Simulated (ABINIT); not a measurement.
## CdS (Greenockite): G0W0 with ABINIT, start to end

Aim: the G0W0 gap of CdS (Greenockite) on PBE, step by step.

Method: PBE and many-body steps on it, plane waves, in ABINIT 10.8.3.

The database entry behind the starting cell differs from later determinations by our own check (about 0.35 % long), so it need not match the best structure at ambient conditions.

### 1. The starting structure

Symmetry: P6_3mc, No. 186, hexagonal system. Conventional cell: a = 4.150 Å, b = 4.150 Å, c = 6.737 Å, α = 90.00°, β = 90.00°, γ = 120.00°. Nearest to Cd lie 4 S at 2.53 to 2.54 Å. Nearest to S lie 4 Cd at 2.53 to 2.54 Å. Farther neighbours and most contacts between anions are not listed.

The cell and positions come from the Crystallography Open Database and are kept as given unless a step says otherwise.

### 2. Ground state

This step: ABINIT 10.8.3; DFT, PBE, plane waves, norm-conserving pseudopotentials.

The ground-state density comes first.

Contents of run.abi:

```
acell 3*1.0 Angstrom
rprim 
  4.149999999997 0.000000000001 0.000000000000
  -2.074999999999 3.594005425702 0.000000000000
  0.000000000000 0.000000000000 6.737000000000
ntypat 2
znucl 48 16
natom 4
typat 1 1 2 2
xred 
  0.333333333333 0.666666666667 0.000000000000
  0.666666666667 0.333333333333 0.500000000000
  0.333333333333 0.666666666667 0.375000000000
  0.666666666667 0.333333333333 0.875000000000
pp_dirpath "pseudos"
pseudos "Cd.upf, S.upf"
ecut 47
ngkpt 6 6 4
nshiftk 1
shiftk 0 0 0
kptopt 1
chksymbreak 0
nband 32
occopt 1
tolvrs 1e-10
nstep 60
prtwf 0
optforces 0
optstress 0
indata_prefix "in"
outdata_prefix "out"
tmpdata_prefix "tmp"
```

The run is started by

```console
$ OMP_NUM_THREADS=1 mpirun -n 4 abinit run.abi > log
```

Numbers of over 12 decimals in the logs are rounded to 6 here.

Log:

```text
.Version 10.8.3 of ABINIT. v10.8.2 released Aug 2026.

 Symmetries : space group P6_3 m c (#186); Bravais hP (primitive hexag.)
================================================================================
 Values of the parameters that define the memory need of the present run
     intxc =       0    ionmov =       0      iscf =       7    lmnmax =       6
     lnmax =       6     mgfft =      80  mpssoang =       3    mqgrid =    3929
     natom =       4  nloc_mem =       1    nspden =       1   nspinor =       1
    nsppol =       1      nsym =      12    n1xccc =    2501    ntypat =       2
    occopt =       1   xclevel =       2
-    mband =          32        mffmem =           1         mkmem =           6
       mpw =       10458          nfft =      200000          nkpt =          21
================================================================================
  Rough estimation (10% accuracy) of disk space for files :
================================================================================

--------------------------------------------------------------------------------
------------- Echo of variables that govern the present computation ------------
--------------------------------------------------------------------------------
 -outvars: echo values of preprocessed input variables --------
            acell      1.8897261259E+00  1.8897261259E+00  1.8897261259E+00 Bohr

      chksymbreak           0
             ecut      4.70000000E+01 Hartree
-          fftalg         312

              ixc     -101130
              kpt      0.00000000E+00  0.00000000E+00  0.00000000E+00
                       1.66666667E-01  0.00000000E+00  0.00000000E+00
                       3.33333333E-01  0.00000000E+00  0.00000000E+00
                       5.00000000E-01  0.00000000E+00  0.00000000E+00
                       1.66666667E-01  1.66666667E-01  0.00000000E+00
                       3.33333333E-01  1.66666667E-01  0.00000000E+00
                       3.33333333E-01  3.33333333E-01  0.00000000E+00
                       0.00000000E+00  0.00000000E+00  2.50000000E-01
                       1.66666667E-01  0.00000000E+00  2.50000000E-01
   [... 10 further rows ...]
                       3.33333333E-01  1.66666667E-01  5.00000000E-01
                       3.33333333E-01  3.33333333E-01  5.00000000E-01
         kptrlatt        6    0    0      0    6    0      0    0    4
          kptrlen      4.70541805E+01
P           mkmem           6
            natom           4
            nband          32
            ngfft          50      50      80
             nkpt          21
            nstep          60
             nsym          12
           ntypat           2
              occ      2.000000  2.000000  2.000000  2.000000  2.000000  2.000000
                       2.000000  2.000000  2.000000  2.000000  2.000000  2.000000
                       2.000000  2.000000  2.000000  2.000000  2.000000  2.000000
                       2.000000  2.000000  2.000000  2.000000  2.000000  2.000000
                       2.000000  2.000000  0.000000  0.000000  0.000000  0.000000
                       0.000000  0.000000
        optforces           0
        optstress           0
            prtwf           0
            rprim      4.1500000000E+00  1.0000000000E-12  0.0000000000E+00
[...]
spgroup         186

           tolvrs      1.00000000E-10

             xred      3.3333333333E-01  6.6666666667E-01  0.0000000000E+00
[...]
znucl       48.00000   16.00000

================================================================================

 chkinp: Checking input parameters for consistency.

================================================================================
== DATASET  1 ==================================================================
-   mpi_nproc: 4, omp_nthreads: 1 (-1 if OMP is not activated)

--- !DatasetInfo
iteration_state: {dtset: 1, }
dimensions: {natom: 4, nkpt: 21, mband: 32, nsppol: 1, nspinor: 1, nspden: 1, mpw: 10458, }
cutoff_energies: {ecut:  47.0, pawecutdg:  -1.0, }
electrons: {nelect:   5.20000000E+01, charge:   0.00000000E+00, occopt:   1.00000000E+00, tsmear:   1.00000000E-02, }

 Real(R)+Recip(G) space primitive vectors, cartesian coordinates (Bohr,Bohr^-1):
 R(1)=  7.8423634  0.0000000  0.0000000  G(1)=  0.1275126  0.0736194  0.0000000
 R(2)= -3.9211817  6.7916859  0.0000000  G(2)=  0.0000000  0.1472388  0.0000000
 R(3)=  0.0000000  0.0000000 12.7310849  G(3)=  0.0000000  0.0000000  0.0785479
 Unit cell volume ucvol=  6.7809411E+02 bohr^3
 Angles (23,13,12)=  9.00000000E+01  9.00000000E+01  1.20000000E+02 degrees

 getcut: wavevector=  0.0000  0.0000  0.0000  ngfft=  50  50  80
         ecut(hartree)=     47.000   => boxcut(ratio)=   2.03615

--- Pseudopotential description ------------------------------------------------
- Cd Generated using ONCVPSP code by D. R. Hamann
- 48.00000  20.00000  171031                  znucl, zion, pspdat
12 -101130 2 -1 1368                          pspcod,pspxc,lmax,lloc,mmax
     nproj     2     2     2
  pspatm : epsatm=   23.16453630
         --- l  ekb(1:nproj) -->
[...]
pspatm: atomic psp has been read  and splines computed

- S Generated using ONCVPSP code by D. R. Hamann
- 16.00000   6.00000  171031                  znucl, zion, pspdat
12 -101130 2 -1 1146                          pspcod,pspxc,lmax,lloc,mmax
     nproj     2     2     2
  pspatm : epsatm=    9.01821529
         --- l  ekb(1:nproj) -->
[...]
pspatm: atomic psp has been read  and splines computed

   3.34700617E+03                                ecore*ucvol(ha*bohr**3)
--------------------------------------------------------------------------------

_setup2: Arith. and geom. avg. npw (full set) are   10434.757   10434.748

================================================================================

--- !BeginCycle
iteration_state: {dtset: 1, }
solver: {iscf: 7, nstep: 60, nline: 4, wfoptalg: 0, }
tolerances: {tolvrs: 1.00E-10, }

     iter   Etot(hartree)      deltaE(h)  residm     vres2
 ETOT  1  -367.00672206930    -3.670E+02 2.126E+00 1.464E+04
 ETOT  2  -369.66119492339    -2.654E+00 5.427E-02 2.403E+04
 ETOT  3  -372.44353933053    -2.782E+00 1.837E-02 3.231E+03
 ETOT  4  -372.69519945997    -2.517E-01 1.144E-01 1.192E+03
 ETOT  5  -372.81175775203    -1.166E-01 1.567E-02 1.979E+02
 ETOT  6  -372.83597515730    -2.422E-02 1.747E-02 2.718E-01
 ETOT  7  -372.83534644492     6.287E-04 5.357E-03 5.514E+00
 ETOT  8  -372.83604443619    -6.980E-04 1.155E-03 9.435E-02
 ETOT  9  -372.83605380161    -9.365E-06 2.333E-03 2.494E-02
 ETOT 10  -372.83605709518    -3.294E-06 7.576E-04 8.469E-06
 ETOT 11  -372.83605710107    -5.888E-09 1.517E-03 1.143E-06
 ETOT 12  -372.83605710126    -1.880E-10 5.026E-04 2.362E-07
 ETOT 13  -372.83605710130    -4.616E-11 1.929E-03 8.501E-09
 ETOT 14  -372.83605710130     4.604E-12 3.155E-04 1.029E-09
 ETOT 15  -372.83605710129     1.393E-11 1.884E-03 3.325E-11

 At SCF step   15       vres2   =  3.32E-11 < tolvrs=  1.00E-10 =>converged.

--- !ResultsGS
iteration_state: {dtset: 1, }
comment   : Summary of ground state results
lattice_vectors:
- [  7.8423634,   0.0000000,   0.0000000, ]
- [ -3.9211817,   6.7916859,   0.0000000, ]
- [  0.0000000,   0.0000000,  12.7310849, ]
lattice_lengths: [   7.84236,    7.84236,   12.73108, ]
lattice_angles: [ 90.000,  90.000, 120.000, ] # degrees, (23, 13, 12)
lattice_volume:   6.7809411E+02
convergence: {deltae:  1.393E-11, res2:  3.325E-11, residm:  1.884E-03, diffor:  0.000E+00, }
etotal    :  -3.72836057E+02
entropy   :   0.00000000E+00
fermie    :   1.55019630E-01
cartesian_stress_tensor: null
pressure_GPa: null
xred      :
- [  3.3333E-01,   6.6667E-01,   0.0000E+00, Cd]
- [  6.6667E-01,   3.3333E-01,   5.0000E-01, Cd]
- [  3.3333E-01,   6.6667E-01,   3.7500E-01,  S]
- [  6.6667E-01,   3.3333E-01,   8.7500E-01,  S]
cartesian_forces: null
force_length_stats: {min: null, max: null, mean: null, }

 Integrated electronic density in atomic spheres:
 ------------------------------------------------
 Atom  Sphere_radius  Integrated_density
[...]
4        2.00000          3.90944954
================================================================================

 ----iterations are completed or convergence reached----

 Mean square residual over all n,k,spin=   32.912E-07; max=  18.843E-04
 reduced coordinates (array xred) for    4 atoms
       0.333333333333      0.666666666667      0.000000000000
       0.666666666667      0.333333333333      0.500000000000
       0.333333333333      0.666666666667      0.375000000000
       0.666666666667      0.333333333333      0.875000000000
 rms dE/dt=  0.0000E+00; max dE/dt=  0.0000E+00; dE/dt below (all hartree)
    1       0.000000000000      0.000000000000      0.000000000000
    2       0.000000000000      0.000000000000      0.000000000000
    3       0.000000000000      0.000000000000      0.000000000000
    4       0.000000000000      0.000000000000      0.000000000000

 cartesian coordinates (angstrom) at end:
    1     -3.3e-13     2.396004     0.000000
    2      2.075000     1.198002     3.368500
    3     -3.3e-13     2.396004     2.526375
    4      2.075000     1.198002     5.894875
 length scales=  1.889726125908  1.889726125908  1.889726125908 bohr
              =  1.000000000000  1.000000000000  1.000000000000 angstroms
 prteigrs : about to open file out_EIG
 Fermi (or HOMO) energy (hartree) =   0.15502   Average Vxc (hartree)=  -0.34146
 Eigenvalues (hartree) for nkpt=  21  k points:
 kpt#   1, nband= 32, wtk=  0.00694, kpt=  0.0000  0.0000  0.0000 (reduced coord)
  -3.56875   -3.56875   -2.13789   -2.13789   -2.13788   -2.13788   -2.13788   -2.13785
  -0.29668   -0.28101   -0.12673   -0.12592   -0.12592   -0.12278   -0.12278   -0.11132
  -0.11132   -0.10804   -0.10804   -0.09574   -0.00392    0.12729    0.12729    0.15345
   0.15502    0.15502    0.19896    0.25762    0.39260    0.39260    0.40463    0.43301
 prteigrs : prtvol=0 or 1, do not print more k-points.

--- !EnergyTerms
iteration_state     : {dtset: 1, }
comment             : Components of total free energy in Hartree
kinetic             :  1.30776732290479E+02
hartree             :  1.31088078219289E+02
xc                  : -5.48388534916335E+01
Ewald energy        : -1.97799265838709E+02
psp_core            :  4.93590210809704E+00
local_psp           : -3.98489179354407E+02
non_local_psp       :  1.14905289655985E+01
total_energy        : -3.72836057101286E+02
total_energy_eV     : -1.01453859562117E+04
band_energy         : -4.23433192917788E+01

== END DATASET(S) ==============================================================
================================================================================

 -outvars: echo values of variables after computation  --------
           etotal     -3.7283605710E+02
            nband          32
             nkpt          21
          spgroup         186
 [... the other variables as echoed above ...]

 Calculation completed.
```

Run time: 1.9 min. Hardware: 4 MPI ranks of Arm Neoverse V1, shared host; peak memory 0.52 GiB.

Numbers from this step:

* total energy: -10145.3860 eV
* gap: 1.196 eV
* k of the valence top: 0, 0, 0
* k of the conduction bottom: 0, 0, 0
* least direct gap: 1.196 eV

The gap is direct, at Γ.

(Continued in part 2 of 3.)

[Paths, hosts, dates, memory and timing lines, banners, echoed tables and standing remarks are left out of the program output.]

[Logs are printed without paths, hosts, clocks, repeated set-up lines and the standing remarks that a program may print on its own settings, such as how far it seeks lower states.]

[Runs of the session that timed out or met a known fault of the program may be left out.]

[Hosts, paths, dates, database ids (printed as entryN), source tags and the programs' standing remarks are cut or masked in the printed files.]

[G0W0 gaps are taken among the corrected bands and points alone; a level outside them can change the order at an edge.]

[Where Ansatz stands beside ABINIT at settings called matched, ABINIT's density can come from a denser mesh and the files from another edition; pairs whose starting gaps differed by over 0.03 eV were left out, so agreement reads better than it is.]
